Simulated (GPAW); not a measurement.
# NH4Br (P-43m): G0W0 on several meshes in GPAW

How does the mesh move the gap of NH4Br (P-43m)?

Method: LDA and many-body steps on it, plane waves, in GPAW 26.7.0.

### Step 1. Set-up

The structure is cubic, space group P-43m (No. 215). Conventional cell: a = 4.000 Å, b = 4.000 Å, c = 4.000 Å, α = 90.00°, β = 90.00°, γ = 90.00°. Nearest to H lie 1 N at 1.03 Å. Nearest to Br lie 4 H at 2.44 Å. Nearest to N lie 4 H at 1.03 Å. Farther neighbours and most contacts between anions are not listed.

Coordinates:

```
H Br N
1.0
     4.00000    0.00000    0.00000
     0.00000    4.00000    0.00000
     0.00000    0.00000    4.00000
H Br N
4 1 1
Direct
  0.14800 0.14800 0.14800
  0.14800 0.85200 0.85200
  0.85200 0.85200 0.14800
  0.85200 0.14800 0.85200
  0.50000 0.50000 0.50000
  0.00000 0.00000 0.00000
```

The cell and positions come from the Crystallography Open Database and are kept as given unless a step says otherwise.

### Step 2. Empty states on the mesh, 4×4×4 mesh, 421 bands

This step: GPAW 26.7.0; DFT, LDA, plane waves, PAW.

The sums over transitions need many empty states on a uniform mesh; this step solves for them.

The input, run.py:

```python
import json
import numpy as np
from gpaw.mpi import world
from gpaw import GPAW

calc = GPAW('gs.gpw').fixed_density(kpts={'size': (4, 4, 4), 'gamma': True},
    parallel={'domain': 1, 'band': 1},
    txt='nscf.txt')
calc.diagonalize_full_hamiltonian(nbands=421)
calc.write('full.gpw', mode='all')
res = {}
kpts = calc.get_ibz_k_points()
res['kpts'] = kpts
res['eigenvalues'] = [calc.get_eigenvalues(kpt=k) for k in range(len(kpts))]
res['n_electrons'] = calc.get_number_of_electrons()

if world.rank == 0:
    with open('result.json', 'w') as f:
        json.dump(res, f, default=lambda x: x.tolist())
```

Launch:

```
$ mpirun -n 4 gpaw python run.py
```

Numbers of over 12 decimals in the logs are rounded to 6 here.

The program printed:

```text
Diagonalizing LCAO Hamiltonian
Converting LCAO to pw mode
convergence criteria:
- Maximum integral of absolute [eigenst]ate change: 4e-08 eV^2 / valence electron
maximum number of iterations: 100

SCF iterations
|iter     |     time |      energy | eigst |  dens |
|iter:   1|  |             | +1.81 |       |
|iter:   2|  |             | +0.29 |       |
|iter:   3|  |             | -0.08 |       |
|iter:   4|  |             | -1.72 |       |
|iter:   5|  |             | -3.67 |       |
|iter:   6|  |             | -5.24 |       |
|iter:   7|  |             | -6.44 |       |
|iter:   8|  |             | -7.44c|       |
SCF steps: 8
  __  _  _
 | _ |_)|_||  |
 |__||  | ||/\| - 26.7.0

Input parameters:
  mode=PW(ecut=600.0),
  convergence={'density': 1e-06, 'bands': -3},
  gpts=array([24, 24, 24]),
  kpts=MonkhorstPack(size=(4, 4, 4), gamma=True),
  maxiter=100,
  nbands=17,
  occupations=Occupations(name='fermi-dirac', width=0.001, fixmagmom=False),
  parallel={'domain': 1, 'band': 1},
  xc=XC(name='LDA')
Matrix size: 2120x2120
# Writing to full.gpw (mode='all')
  [... matrices ...]

timing:  # [seconds]
  Total: 30.962  # ━━━━━━━━━━━━━━━━━━━━━━━━━━━━━━━━━━━━━━━━━━━━━━━━━━━━━━━━━━
```

Elapsed: 35 s, on 4 MPI ranks of Arm Neoverse V1, shared host; peak memory 2.1 GiB.

This step gave:

* gap: 3.937 eV
* k of the valence top: 0.5, 0.5, 0
* k of the conduction bottom: 0, 0, 0
* least direct gap: 4.025 eV
* k points computed: 10
* lowest point of the top converged band, above the valence top: 191.2207 eV

On this mesh the gap is 3.937 eV.

### Step 3. 4×4×4

G0W0 replaces the xc potential by the self-energy, built once from these orbitals. Only a window of levels is corrected, while the sums run over the empty bands that the input names.

This step: G0W0 on LDA, plane waves, PAW.

The input, run.py:

```python
import json
import numpy as np
from gpaw.mpi import world
from gpaw.response.g0w0 import G0W0

gw = G0W0('full.gpw',
    filename='gw',
    kpts=[0, 7],
    bands=(6, 10),
    ecut=60,
    nbands=67,
    integrate_gamma='WS',
    ppa=True)
gw.calculate()
res = {mode: {k: v for k, v in r.items() if k != 'sigma_eskwn'}
       for mode, r in gw.all_results.items()}

if world.rank == 0:
    with open('result.json', 'w') as f:
        json.dump(res, f, default=lambda x: x.tolist())
```

Launch:

```
$ mpirun -n 4 gpaw python run.py
```

The program printed:

```text
Using integrator: PointIntegrator
FrequencyGridDescriptor(from 0.000+0.000j to 0.000+27.211j eV, 2 points)
Nonperiodic BCs:  [False False False]
Using integrator: PointIntegrator
FrequencyGridDescriptor(from 0.000+0.000j to 0.000+27.211j eV, 2 points)
Nonperiodic BCs:  [False False False]
  ___  _ _ _
 |   || | | |
 | | || | | |
 |__ ||_____|
 |___|

BZ k-points: Symmetries present (total): 24

  [... matrices ...]
64 k-points: 4 x 4 x 4 Monkhorst-Pack grid + [1/8,1/8,1/8]
10 k-points in the irreducible part of the Brillouin zone
       k-points in crystal coordinates                weights
   0:     0.00000000    0.00000000    0.00000000          1/64
   1:     0.25000000    0.00000000    0.00000000          6/64
   2:     0.25000000    0.25000000    0.00000000         12/64
   3:     0.25000000    0.25000000    0.25000000          8/64
   4:     0.50000000    0.00000000    0.00000000          3/64
   5:     0.50000000    0.25000000    0.00000000         12/64
   6:     0.50000000    0.25000000    0.25000000         12/64
   7:     0.50000000    0.50000000    0.00000000          3/64
   8:     0.50000000    0.50000000    0.25000000          6/64
   9:     0.50000000    0.50000000    0.50000000          1/64

Distributing spins, k-points and bands (1 x 2 x 4) over 4 processes
Number of blocks: 1

Quasi particle states:
k-points (IBZ indices): [0, 7]
Band range: (6, 10)
  [... matrices ...]
Computational parameters:
Plane wave cut-off: 60 eV
Number of bands: 67
Coulomb cutoff: None
Broadening: 0.1 eV

fxc modes: GW
Kernel: RPA
Using Godby-Needs plasmon-pole approximation:
  Fitting energy: i*E0, E0 = 1.000 Hartree
Summing all q:

Calculating screened Coulomb potential
No Coulomb truncation
FrequencyGridDescriptor(from 0.000+0.000j to 0.000+27.211j eV, 2 points)
Removing empty qpoint cache files...

Calculating chi0 body with:
    Ground state adapter containing:
    Number of spins: 1
    Number of kpoints: 64
    Number of irreducible kpoints: 10
    Number of completely occupied states: 8
    Number of partially occupied states: 8
    Occupied states memory: 1.6875 M / cpu

    Linear response parametrization:
    q_c: [0.0, 0.0, 0.0]
    Number of frequency points: 2
    Planewave cutoff: 60.0
    Number of bands: 67
    Number of planewaves: 81
    Broadening (eta): 1e-06
    comm.size: 4
    kncomm.size: 4
    blockcomm.size: 1

    Memory estimate of potentially large arrays:
        chi0_wGG: 0.200226 M / cpu
Integrating chi0 body.

Symmetries of q_c:
    Direct symmetries (Uq -> q): 24
    Indirect symmetries (TUq -> q): 24
In total 48 allowed symmetries.

  [... matrices ...]
10 groups of equivalent kpoints. 84.375% reduction.

Integral kind: response function
Integrating chi0 head and wings.

Symmetries of q_c:
    Direct symmetries (Uq -> q): 24
    Indirect symmetries (TUq -> q): 24
In total 48 allowed symmetries.

  [... matrices ...]
10 groups of equivalent kpoints. 84.375% reduction.

Integral kind: response function wings

Calculating chi0 body with:
    Ground state adapter containing:
    Number of spins: 1
    Number of kpoints: 64
    Number of irreducible kpoints: 10
    Number of completely occupied states: 8
    Number of partially occupied states: 8
    Occupied states memory: 1.6875 M / cpu

    Linear response parametrization:
[... the further q-points ...]

Results:
f:      Occupation numbers
eps:     KS-eigenvalues [eV]
vxc:     KS vxc [eV]
exx:     Exact exchange [eV]
sigma:   Self-energies [eV]
dsigma:  Self-energy derivatives
Z:       Renormalization factors
qp:      QP-energies [eV]

k-point 0 (0): (0.000, 0.000, 0.000)                GW
band       f     eps     vxc     exx   sigma  dsigma       Z      qp
                                                                   GW
   6   1.000   0.065 -16.198 -19.643   2.276  -0.217   0.821  -0.896
   7   1.000   0.065 -16.198 -19.643   2.276  -0.217   0.821  -0.896
   8   0.000   4.089 -11.082  -6.463  -3.148  -0.172   0.854   5.345
   9   0.000   6.782  -7.717  -3.217  -3.256  -0.164   0.859   7.851

k-point 1 (7): (0.500, 0.500, 0.000)                GW
band       f     eps     vxc     exx   sigma  dsigma       Z      qp
                                                                   GW
   6   1.000  -0.923 -15.196 -18.997   2.433  -0.223   0.818  -2.042
   7   1.000   0.152 -16.186 -19.629   2.251  -0.218   0.821  -0.827
   8   0.000   5.575  -9.597  -4.924  -3.246  -0.171   0.854   6.794
   9   0.000   6.490 -10.072  -5.079  -3.286  -0.173   0.853   7.946
```

Elapsed: 20 s, on 4 MPI ranks; peak memory 1.1 GiB.

Numbers from this step:

```
G0W0 gap on the points computed              : 6.171 eV
least direct G0W0 gap on the computed points : 6.241 eV
Z at the valence top                         : 0.8213
Z at the conduction bottom                   : 0.8535
starting gap on the mesh                     : 3.937 eV
k of the valence top                         : 0.5, 0.5, 0
k of the conduction bottom                   : 0, 0, 0
```

The gap on the mesh goes from 3.94 eV to 6.17 eV, a correction of +2.23 eV.

### Step 4. Empty states on the mesh, 6×6×6 mesh, 77 bands

This step: DFT, LDA, plane waves, PAW.

The input, run.py:

```python
import json
import numpy as np
from gpaw.mpi import world
from gpaw import GPAW

calc = GPAW('gs.gpw').fixed_density(kpts={'size': (6, 6, 6), 'gamma': True},
    nbands=89,
    convergence={'bands': 77},
    txt='nscf.txt')
calc.write('full.gpw', mode='all')
res = {}
kpts = calc.get_ibz_k_points()
res['kpts'] = kpts
res['eigenvalues'] = [calc.get_eigenvalues(kpt=k) for k in range(len(kpts))]
res['n_electrons'] = calc.get_number_of_electrons()

if world.rank == 0:
    with open('result.json', 'w') as f:
        json.dump(res, f, default=lambda x: x.tolist())
```

Launch:

```
$ mpirun -n 4 gpaw python run.py
```

The program printed:

```text
Diagonalizing LCAO Hamiltonian
Converting LCAO to pw mode
convergence criteria:
- Maximum integral of absolute [eigenst]ate change: 4e-08 eV^2 / valence electron
maximum number of iterations: 100

SCF iterations
|iter     |     time |      energy | eigst |  dens |
|iter:   1|  |             | +4.25 |       |
|iter:   2|  |             | +3.03 |       |
|iter:   3|  |             | +1.91 |       |
[...]
|iter:  12|  |             | -6.60 |       |
|iter:  13|  |             | -7.30 |       |
|iter:  14|  |             | -7.87c|       |
SCF steps: 14
  __  _  _
 | _ |_)|_||  |
 |__||  | ||/\| - 26.7.0

Input parameters:
  mode=PW(ecut=600.0),
  convergence={'bands': 77},
  gpts=array([24, 24, 24]),
  kpts=MonkhorstPack(size=(6, 6, 6), gamma=True),
  maxiter=100,
  nbands=89,
  occupations=Occupations(name='fermi-dirac', width=0.001, fixmagmom=False),
  parallel={},
  xc=XC(name='LDA')
# Writing to full.gpw (mode='all')
  [... matrices ...]

timing:  # [seconds]
  Total: 0.050  # ━━━━━━━━━━━━━━━━━━━━━━━━━━━━━━━━━━━━━━━━━━━━━━━━━━━━━━━━━━━
```

Wall time 26 s (4 MPI ranks); peak memory 0.76 GiB.

This step gave:

| Quantity | Value |
| --- | --- |
| gap | 3.937 eV |
| k of the valence top | 0.5, 0.5, 0 |
| k of the conduction bottom | 0, 0, 0 |
| least direct gap | 4.025 eV |
| k points computed | 20 |
| lowest point of the top converged band, above the valence top | 52.5885 eV |

On this mesh the gap is 3.937 eV.

### Step 5. 6×6×6

This step: G0W0 on LDA, plane waves, PAW.

The input, run.py:

```python
import json
import numpy as np
from gpaw.mpi import world
from gpaw.response.g0w0 import G0W0

gw = G0W0('full.gpw',
    filename='gw',
    kpts=[0, 16],
    bands=(6, 10),
    ecut=60,
    nbands=67,
    integrate_gamma='WS',
    ppa=True)
gw.calculate()
res = {mode: {k: v for k, v in r.items() if k != 'sigma_eskwn'}
       for mode, r in gw.all_results.items()}

if world.rank == 0:
    with open('result.json', 'w') as f:
        json.dump(res, f, default=lambda x: x.tolist())
```

Launch:

```
$ mpirun -n 4 gpaw python run.py
```

The program printed:

```text
Using integrator: PointIntegrator
FrequencyGridDescriptor(from 0.000+0.000j to 0.000+27.211j eV, 2 points)
Nonperiodic BCs:  [False False False]
Using integrator: PointIntegrator
FrequencyGridDescriptor(from 0.000+0.000j to 0.000+27.211j eV, 2 points)
Nonperiodic BCs:  [False False False]
  ___  _ _ _
 |   || | | |
 | | || | | |
 |__ ||_____|
 |___|

BZ k-points: Symmetries present (total): 24

  [... matrices ...]
216 k-points: 6 x 6 x 6 Monkhorst-Pack grid + [1/12,1/12,1/12]
20 k-points in the irreducible part of the Brillouin zone
       k-points in crystal coordinates                weights
   0:     0.00000000    0.00000000    0.00000000          1/216
   1:     0.16666667    0.00000000    0.00000000          6/216
   2:     0.16666667    0.16666667    0.00000000         12/216
[...]
9:     0.33333333    0.33333333    0.33333333          8/216
          ...
  19:     0.50000000    0.50000000    0.50000000          1/216

Distributing spins, k-points and bands (1 x 2 x 4) over 4 processes
Number of blocks: 1

Quasi particle states:
k-points (IBZ indices): [0, 16]
Band range: (6, 10)
  [... matrices ...]
Computational parameters:
Plane wave cut-off: 60 eV
Number of bands: 67
Coulomb cutoff: None
Broadening: 0.1 eV

fxc modes: GW
Kernel: RPA
Using Godby-Needs plasmon-pole approximation:
  Fitting energy: i*E0, E0 = 1.000 Hartree
Summing all q:

Calculating screened Coulomb potential
No Coulomb truncation
FrequencyGridDescriptor(from 0.000+0.000j to 0.000+27.211j eV, 2 points)
Removing empty qpoint cache files...

Calculating chi0 body with:
    Ground state adapter containing:
    Number of spins: 1
    Number of kpoints: 216
    Number of irreducible kpoints: 20
    Number of completely occupied states: 8
[...]
Number of frequency points: 2
    Planewave cutoff: 60.0
    Number of bands: 67
    Number of planewaves: 81
    Broadening (eta): 1e-06
    comm.size: 4
    kncomm.size: 4
    blockcomm.size: 1

    Memory estimate of potentially large arrays:
        chi0_wGG: 0.200226 M / cpu
Integrating chi0 body.

Symmetries of q_c:
    Direct symmetries (Uq -> q): 24
    Indirect symmetries (TUq -> q): 24
In total 48 allowed symmetries.

  [... matrices ...]
20 groups of equivalent kpoints. 90.740741% reduction.

Integral kind: response function
Integrating chi0 head and wings.

Symmetries of q_c:
    Direct symmetries (Uq -> q): 24
    Indirect symmetries (TUq -> q): 24
In total 48 allowed symmetries.

  [... matrices ...]
20 groups of equivalent kpoints. 90.740741% reduction.

Integral kind: response function wings

Calculating chi0 body with:
    Ground state adapter containing:
    Number of spins: 1
    Number of kpoints: 216
    Number of irreducible kpoints: 20
    Number of completely occupied states: 8
    Number of partially occupied states: 8
[... the further q-points ...]

Results:
f:      Occupation numbers
eps:     KS-eigenvalues [eV]
vxc:     KS vxc [eV]
exx:     Exact exchange [eV]
sigma:   Self-energies [eV]
dsigma:  Self-energy derivatives
Z:       Renormalization factors
qp:      QP-energies [eV]

k-point 0 (0): (0.000, 0.000, 0.000)                GW
band       f     eps     vxc     exx   sigma  dsigma       Z      qp
                                                                   GW
   6   1.000   0.065 -16.198 -19.622   2.266  -0.219   0.821  -0.886
   7   1.000   0.065 -16.198 -19.622   2.266  -0.219   0.821  -0.886
   8   0.000   4.089 -11.082  -6.495  -3.125  -0.171   0.854   5.337
[...]
k-point 1 (16): (0.500, 0.500, 0.000)                GW
band       f     eps     vxc     exx   sigma  dsigma       Z      qp
                                                                   GW
[...]
8   0.000   5.575  -9.597  -4.927  -3.242  -0.170   0.854   6.795
   9   0.000   6.490 -10.072  -5.089  -3.279  -0.172   0.853   7.944
```

The job ended after 78 s (4 MPI ranks; peak memory 1.5 GiB; 5.2 min of CPU time).

Numbers from this step:

- G0W0 gap on the points computed: 6.154 eV
- least direct G0W0 gap on the computed points: 6.222 eV
- Z at the valence top: 0.8204
- Z at the conduction bottom: 0.8540
- starting gap on the mesh: 3.937 eV
- k of the valence top: 0.5, 0.5, 0
- k of the conduction bottom: 0, 0, 0

Against G0W0 in GPAW (4×4×4 mesh, 67 bands, screening to 60 eV, Godby-Needs plasmon pole), the gap moves by −0.017 eV.

### Step 6. The runs together

Times are wall times on 4 MPI ranks of Arm Neoverse V1, shared host, good to a factor of about two.

```csv
run,mesh,bands,screening cutoff (eV),DFT gap (eV),gap on the mesh (eV),direct (eV),time
4×4×4,4×4×4,67,60,3.937,6.171,6.241,20 s
6×6×6,6×6×6,67,60,3.937,6.154,6.222,78 s
```

### Step 7. Summary of results

| Quantity | Value |
| --- | --- |
| 4×4×4 | 6.171 eV |
| 6×6×6 | 6.154 eV |
| known limits | not at the basis limit; no spin-orbit coupling; coarse k mesh |

In words: 6×6×6: −0.017 eV against 4×4×4. Bands and cutoff are finite, so the gap is not at the basis limit. The miss can reach some tenths of an eV and take either sign; the mesh is an error of its own. These stock PAW sets were not made for GW; the filled d or f shell of Br lies in the frozen core, which bears on start and correction. In the G0W0 runs levels were corrected at 2 k points alone, so a gap called «on the mesh» is the least over those, and an edge elsewhere would be missed. The 4×4×4 mesh is coarse for this cell, which bears on the long-range parts of exchange and screening. The many-body steps are scalar-relativistic: spin-orbit coupling is not in them.

[Paths, hosts, dates, memory and timing lines, banners, echoed tables and standing remarks are left out of the program output.]

[Logs are printed without paths, hosts, clocks, repeated set-up lines and the standing remarks that a program may print on its own settings, such as how far it seeks lower states.]

[Runs of the session that timed out or met a known fault of the program may be left out.]

[Hosts, paths, dates, database ids (printed as entryN), source tags and the programs' standing remarks are cut or masked in the printed files.]
